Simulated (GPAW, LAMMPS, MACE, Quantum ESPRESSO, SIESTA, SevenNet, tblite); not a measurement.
# Predicting plane-wave site energies from SIESTA DZP, PBE: C in place of Si in amorphous Si0.30C0.70 (96 atoms)

Density of this cell: 2.83 g/cm³. The cell holds 96 atoms: 29 Si and 67 C. Cell: a = 9.833 Å, b = 9.833 Å, c = 9.833 Å, α = 90.0°, β = 90.0°, γ = 90.0°. 96 atoms (29 Si, 67 C) placed at random at 2.83 g/cm³, melted at 4500 K for 10 ps at fixed volume with the Erhart-Albe potential (Erhart and Albe, Phys. Rev. B 71, 035211 (2005)). Quenched from 4500 K to 500 K at 50 K/ps and fixed volume, held 5 ps, then minimised at fixed cell. Then the atoms were relaxed with MACE MP-0b3 medium in the fixed cell.

Calculated with Quantum ESPRESSO 7.5: PBE; plane waves, SSSP efficiency, 45/360 Ry; k-points Γ. The cheaper level is PBE; DZP orbitals, shift 0.01 Ry, mesh 300 Ry; k-points Γ. Each row is one cell with C in place of Si, relaxed with MACE MP-0b3 medium; both levels solve the same cells, and energies are counted from site Si9 at each level.

| energy from SIESTA DZP, PBE (eV) | energy from plane waves (eV) | site |
| --- | --- | --- |
| 0.000 | 0 | Si9 |
| 1.482 | ? | ? |
| 1.505 | 1.615 | Si19 |
| 2.389 | 2.200 | Si10 |
| 2.699 | 2.998 | Si26 |

Task: Fit a straight line to the rows given and interpolate to the withheld row.

**Working.**

Take u as the energy from SIESTA DZP, PBE and v as that from plane waves.

| u (eV) | v (eV) |
| --- | --- |
| 0 | 0 |
| 1.50505 | 1.61513 |
| 2.38874 | 2.19960 |
| 2.69931 | 2.99750 |

With n = 4: mean u = 1.64827, mean v = 1.70306, Σ(u − ū)² = 4.3903, Σ(u − ū)(v − v̄) = 4.5479. Slope b = 4.5479 / 4.3903 = 1.0359; intercept a = v̄ − b ū = -0.0043844.

At the withheld site u = 1.482, and v = a + b u.

Prediction at 1.482: 1.531 eV. The run gave 1.502 eV, so the fit is high by 0.029 eV (1.9 % of the value).

The slope of 1.0 says that SIESTA DZP, PBE spreads the sites about as widely as plane waves do. Taken as it stands, without the line, its value misses the withheld site by 0.020 eV. Among the rows given, the largest miss of the fit is at 2.389, by 0.27 eV (9.0 % of the range of the table).

Limits: Few sites, one cell. The geometries are those of MACE MP-0b3 medium, not of DFT.

[Hosts, paths, dates, database ids (printed as entryN), source tags and the programs' standing remarks are cut or masked in the printed files.]
